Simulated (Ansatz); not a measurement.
# TiAl3 (I4/mmm): phonon-mediated transition temperature

What Tc do the phonons of TiAl3 (I4/mmm) give, and how does it depend on μ*? The cell shown first is a relaxed one, from steps not shown here.

Method: DFT PBE, scalar-relativistic, plane waves, PAW; PAW set soft_1, in Ansatz 0.2.0.

Most raw output is cut from this account.

### 1. The cell after earlier relaxation steps

It takes space group I4/mmm (No. 139, tetragonal). The conventional cell has a = 3.845 Å, b = 3.845 Å, c = 8.621 Å, α = 90.00°, β = 90.00°, γ = 90.00°. Ti has 12 Al at 2.72 to 2.89 Å nearest. Nearest to Al lie 4 Ti at 2.72 Å and 8 Al at 2.89 Å. Nearest to Al lie 8 Al at 2.72 to 2.89 Å and 4 Ti at 2.89 Å. Farther neighbours are not listed.

### 2. Electron–phonon run: q 3×3×3, k 12×12×12, scattering 16×16×16

The run that gives the couplings also evaluates McMillan's and Allen and Dynes's formulas and, where asked, the Eliashberg equations, over a range of μ*.

input.yaml reads:

```yaml
crystal:
  lattice:
    - [-1.9224402859, 1.9224402859, 4.3105310401]
    - [1.9224402859, -1.9224402859, 4.3105310401]
    - [1.9224402859, 1.9224402859, -4.3105310401]
  atoms:
    - { symbol: Ti, position: [0.0, 0.0, 0.0] }
    - { symbol: Al, position: [0.5, 0.5, 0.0] }
    - { symbol: Al, position: [0.75, 0.25, 0.5] }
    - { symbol: Al, position: [0.25, 0.75, 0.5] }
kpoints:
  mp_grid: { grid: [12, 12, 12] }
hamiltonian:
  xc: pbe
  pseudopotentials: { kind: paw, azcp: { folder: soft_1 } }
scf:
  occupations: { method: methfessel_paxton, width: 0.2 }
output:
  eigenvalues: true
phonons:
  method: dfpt
  qmesh: [3, 3, 3]
  temperatures: { t_max: 1000, t_step: 50 }
  qpath:
    path:
      - [0.0, 0.0, 0.0]
      - [0.0, 0.0, 0.5]
      - [0.25, 0.25, 0.25]
      - [0.0, 0.5, 0.0]
      - [0.0, 0.0, 0.0]
      - [0.5, 0.5, -0.5]
    npoints: 6
  electrical_resistivity:
    mesh: [16, 16, 16]
    temperatures: [20.0, 50.0, 80.0, 100.0, 150.0, 200.0, 273.0, 300.0, 400.0, 500.0, 600.0, 800.0]
  superconductivity: { mesh: [16, 16, 16] }
```

On the command line:

```sh
> ansatz run input.yaml --threads 16 --pin off --max-ram 92160MiB --backend cuda --events-out ev --progress --plain --runs-dir out --max-vram 78GiB
```

It took 55 s on 1 × NVIDIA GB200 with 16 threads of Arm Neoverse V2, shared host; peak memory 4.1 GiB; 8 min of CPU time.

This step gave:

```
volume per atom                                                                : 15.93 Å³/atom
metallic on mesh                                                               : yes
gap on the k-mesh                                                              : 0 eV
zero point energy                                                              : 0.1864 eV/cell
share of imaginary modes in the plain interpolation between solved wavevectors : 0
highest frequency, solved or plainly interpolated                              : 373.8 cm⁻¹
Debye temperature (second moment)                                              : 482 K
resistivity at 300 K                                                           : 10.7 μΩ cm, mean of the axes
coupling constant λ                                                            : 0.1683
density of states at the Fermi level                                           : 0.8611 states/eV a spin and cell
log mean phonon energy ħω_log                                                  : 29.1 meV
transport coupling constant λ_tr                                               : 0.1871, 0.1871, 0.1668 (xx, yy, zz)
Drude plasma energy                                                            : 4.32, 4.32, 3.95 eV (xx, yy, zz)
resistivity times mean free path                                               : 14.2, 14.2, 15.25 × 10⁻¹⁶ Ω m² (xx, yy, zz)
second-moment phonon energy ħω₂                                                : 31.88 meV
```

An empty cell: under 1 mK by a formula, or no transition down to the floor of the Eliashberg search. Transition temperatures:

| μ* | McMillan Tc (K) | Allen–Dynes Tc (K) |
| --- | --- | --- |
| 0.08 | - | - |
| 0.1 | - | - |
| 0.12 | - | - |
| 0.13 | - | - |
| 0.14 | - | - |
| 0.16 | - | - |
| 0.2 | - | - |

### 3. Resistivity: q 4×4×4, k 12×12×12, scattering 20×20×20

The next rung changes the q mesh, which sets the reach of the force constants and couplings; the scattering mesh, which samples the Fermi surface.

Changes to input.yaml since step 2:

```diff
@@ -21,3 +21,3 @@
   method: dfpt
-  qmesh: [3, 3, 3]
+  qmesh: [4, 4, 4]
   temperatures: { t_max: 1000, t_step: 50 }
@@ -33,4 +33,4 @@
   electrical_resistivity:
-    mesh: [16, 16, 16]
+    mesh: [20, 20, 20]
     temperatures: [20.0, 50.0, 80.0, 100.0, 150.0, 200.0, 273.0, 300.0, 400.0, 500.0, 600.0, 800.0]
-  superconductivity: { mesh: [16, 16, 16] }
+  superconductivity: { mesh: [20, 20, 20] }
```

Run time: 2.1 min. Hardware: 1 × NVIDIA GB200 with 16 threads; peak memory 8.9 GiB.

Numbers from this step:

```
zero point energy                                 : 0.1865 eV/cell
highest frequency, solved or plainly interpolated : 376.3 cm⁻¹
resistivity at 300 K                              : 10.69 μΩ cm, mean of the axes
coupling constant λ                               : 0.1673
density of states at the Fermi level              : 0.8561 states/eV a spin and cell
log mean phonon energy ħω_log                     : 29.2 meV
transport coupling constant λ_tr                  : 0.1858, 0.1858, 0.1663 (xx, yy, zz)
Drude plasma energy                               : 4.313, 4.313, 3.95 eV (xx, yy, zz)
resistivity times mean free path                  : 14.26, 14.26, 15.29 × 10⁻¹⁶ Ω m² (xx, yy, zz)
second-moment phonon energy ħω₂                   : 31.96 meV
```

An empty cell: under 1 mK by a formula, or no transition down to the floor of the Eliashberg search. Transition temperatures:

| μ* | McMillan Tc (K) | Allen–Dynes Tc (K) |
| --- | --- | --- |
| 0.08 | - | - |
| 0.1 | - | - |
| 0.12 | - | - |
| 0.13 | - | - |
| 0.14 | - | - |
| 0.16 | - | - |
| 0.2 | - | - |

Between step 2 and this run (scattering mesh 20×20×20 and q mesh 4×4×4) the value for the log mean phonon energy ħω_log moves from 29.1 meV to 29.2 meV.

### 4. Electron–phonon run: q 4×4×4, k 20×20×20, scattering 28×28×28

The next rung changes the k mesh of the density and its response; the scattering mesh, which samples the Fermi surface.

Changes to input.yaml since step 3:

```diff
@@ -11,3 +11,3 @@
 kpoints:
-  mp_grid: { grid: [12, 12, 12] }
+  mp_grid: { grid: [20, 20, 20] }
 hamiltonian:
@@ -33,4 +33,4 @@
   electrical_resistivity:
-    mesh: [20, 20, 20]
+    mesh: [28, 28, 28]
     temperatures: [20.0, 50.0, 80.0, 100.0, 150.0, 200.0, 273.0, 300.0, 400.0, 500.0, 600.0, 800.0]
-  superconductivity: { mesh: [20, 20, 20] }
+  superconductivity: { mesh: [28, 28, 28] }
```

Elapsed: 5 min, on 1 × NVIDIA GB200 with 16 threads; peak memory 20 GiB; 53 min of CPU time.

Numbers from this step:

```yaml
zero_point_energy: 0.1866 eV/cell
resistivity_at_300_k: 10.66 μΩ cm, mean of the axes
coupling_constant_lambda: 0.1669
density_of_states_at_the_fermi_level: 0.853 states/eV a spin and cell
log_mean_phonon_energy_omega_log: 29.16 meV
transport_coupling_constant_lambda_tr: 0.1856, 0.1856, 0.1652 (xx, yy, zz)
drude_plasma_energy: 4.306, 4.306, 3.955 eV (xx, yy, zz)
resistivity_times_mean_free_path: 14.34, 14.34, 15.18 × 10⁻¹⁶ Ω m² (xx, yy, zz)
second_moment_phonon_energy_omega: 31.93 meV
```

An empty cell: under 1 mK by a formula, or no transition down to the floor of the Eliashberg search. Transition temperatures:

| μ* | McMillan Tc (K) | Allen–Dynes Tc (K) |
| --- | --- | --- |
| 0.08 | - | - |
| 0.1 | - | - |
| 0.12 | - | - |
| 0.13 | - | - |
| 0.14 | - | - |
| 0.16 | - | - |
| 0.2 | - | - |

The Eliashberg function α²F by phonon energy; read off at these points:

| phonon energy (meV) | α²F | α²F tr |
| --- | --- | --- |
| 0.2 | 0 | 0 |
| 1.3 | 0 | 0 |
| 2.7 | 2.0e-4 | 0 |
| 3.8 | 4.0e-4 | 1.0e-4 |
| 5.3 | 7.0e-4 | 2.0e-4 |
| 6.4 | 0.0011 | 5.0e-4 |
| 7.8 | 0.0018 | 0.001 |
| 8.9 | 0.0024 | 0.0015 |
| 10.0 | 0.0032 | 0.0022 |
| 11.5 | 0.0043 | 0.0033 |
| 12.6 | 0.0054 | 0.0046 |
| 14.0 | 0.0074 | 0.0069 |
| 15.1 | 0.0096 | 0.0096 |
| 16.6 | 0.0141 | 0.0158 |
| 17.7 | 0.0191 | 0.0224 |
| 18.8 | 0.0276 | 0.0327 |
| 20.2 | 0.0353 | 0.044 |
| 21.3 | 0.0336 | 0.0424 |
| 22.8 | 0.0756 | 0.112 |
| 23.9 | 0.0728 | 0.0942 |
| 25.3 | 0.084 | 0.0885 |
| 26.4 | 0.0782 | 0.0899 |
| 27.9 | 0.0636 | 0.0599 |
| 29.0 | 0.107 | 0.118 |
| 30.1 | 0.114 | 0.127 |
| 31.2 | 0.177 | 0.154 |
| 31.5 | 0.104 | 0.111 |
| 32.6 | 0.0891 | 0.101 |
| 34.1 | 0.0695 | 0.0739 |
| 35.2 | 0.0841 | 0.0848 |
| 35.5 | 0.116 | 0.109 |
| 36.6 | 0.0772 | 0.0732 |
| 37.7 | 0.114 | 0.107 |
| 38.5 | 0.134 | 0.127 |
| 38.8 | 0.109 | 0.0982 |
| 39.9 | 0.165 | 0.136 |
| 40.3 | 0.156 | 0.134 |
| 41.4 | 0.147 | 0.153 |
| 42.1 | 0.193 | 0.220 |
| 42.8 | 0.193 | 0.229 |
| 43.9 | 0.0672 | 0.0761 |
| 45.4 | 0.013 | 0.0162 |
| 46.5 | 0.0019 | 0.0021 |

The Eliashberg function α²F has structure finer than the step of the table below, so its rows give means over 1 meV, whole bins alone (the curve runs from 0.182 to 46.5 meV). Peaks (meV: height): α²F 26.8: 0.092, 31.2: 0.177, 35.5: 0.116, 38.5: 0.134, 42.1: 0.193; Ti 26.8: 0.0447, 29.0: 0.0422, 30.4: 0.0426, 35.5: 0.0235, 42.8: 0.0356; Al 31.2: 0.145, 35.5: 0.0926, 38.5: 0.116, 39.9: 0.151, 42.1: 0.164.

Eliashberg function α²F against phonon energy; means over each step:

| phonon energy (meV) | α²F | Ti | Al |
| --- | --- | --- | --- |
| 1 | 0 | 0 | 0 |
| 2 | 7.4e-5 | 6.5e-6 | 3.1e-5 |
| 3 | 2.1e-4 | 8.8e-5 | 1.2e-4 |
| 4 | 4.3e-4 | 1.5e-4 | 2.5e-4 |
| 5 | 6.4e-4 | 2.4e-4 | 4.2e-4 |
| 6 | 9.9e-4 | 3.7e-4 | 6.0e-4 |
| 7 | 0.00141 | 5.1e-4 | 8.9e-4 |
| 8 | 0.00189 | 6.6e-4 | 0.00125 |
| 9 | 0.00248 | 8.8e-4 | 0.00161 |
| 10 | 0.00316 | 0.00109 | 0.00206 |
| 11 | 0.00389 | 0.00131 | 0.00259 |
| 12 | 0.00486 | 0.00163 | 0.00325 |
| 13 | 0.00597 | 0.00193 | 0.00406 |
| 14 | 0.00738 | 0.00229 | 0.00507 |
| 15 | 0.00930 | 0.00272 | 0.00649 |
| 16 | 0.0121 | 0.00338 | 0.00874 |
| 17 | 0.0160 | 0.00414 | 0.0119 |
| 18 | 0.0213 | 0.00487 | 0.0165 |
| 19 | 0.0315 | 0.00543 | 0.0261 |
| 20 | 0.0357 | 0.00541 | 0.0303 |
| 21 | 0.0317 | 0.00730 | 0.0244 |
| 22 | 0.0627 | 0.0218 | 0.0409 |
| 23 | 0.0753 | 0.0305 | 0.0447 |
| 24 | 0.0735 | 0.0299 | 0.0436 |
| 25 | 0.0813 | 0.0341 | 0.0472 |
| 26 | 0.0819 | 0.0352 | 0.0467 |
| 27 | 0.0758 | 0.0342 | 0.0416 |
| 28 | 0.0718 | 0.0295 | 0.0423 |
| 29 | 0.0991 | 0.0379 | 0.0612 |
| 30 | 0.114 | 0.0372 | 0.0772 |
| 31 | 0.152 | 0.0355 | 0.116 |
| 32 | 0.0961 | 0.0294 | 0.0667 |
| 33 | 0.0837 | 0.0242 | 0.0596 |
| 34 | 0.0732 | 0.0181 | 0.0551 |
| 35 | 0.0868 | 0.0174 | 0.0695 |
| 36 | 0.0896 | 0.0177 | 0.0719 |
| 37 | 0.0890 | 0.0147 | 0.0743 |
| 38 | 0.121 | 0.0166 | 0.104 |
| 39 | 0.106 | 0.0135 | 0.0924 |
| 40 | 0.144 | 0.0143 | 0.130 |
| 41 | 0.156 | 0.0190 | 0.137 |
| 42 | 0.180 | 0.0271 | 0.153 |
| 43 | 0.162 | 0.0259 | 0.136 |
| 44 | 0.0682 | 0.00413 | 0.0641 |
| 45 | 0.0223 | 2.6e-4 | 0.0220 |

### 5. Summary of results

| Quantity | Value |
| --- | --- |
| meshes | q 4×4×4, k 20×20×20, scattering 28×28×28 |
| coupling constant λ | 0.167 |
| log mean phonon energy ħω_log | 29.2 meV |

In words: In the last run (PBE, q 4×4×4, k 20×20×20, scattering 28×28×28), with λ = 0.17 and ħω_log = 29.2 meV, Tc at μ* = 0.13 is under 1 mK by the formulas. In that run Allen and Dynes's formula gives no transition above 0.05 K at μ* = 0.10 or more. The run's transport test calls it not converged in the mesh; ρ(300 K) moves by 3 % in the component that moves most. Over the runs, λ takes the values 0.168, 0.167 and 0.167, in the order shown. μ* is a typed number, phonons are harmonic, and spin fluctuations are left out; with λ this near or under μ*(1 + 0.62 λ), the formulas give Tc only to its order of magnitude, or none.

[Logs are printed without paths, hosts, clocks, repeated set-up lines and the standing remarks that a program may print on its own settings, such as how far it seeks lower states.]

[Hosts, paths, dates, database ids (printed as entryN), source tags and the programs' standing remarks are cut or masked in the printed files.]
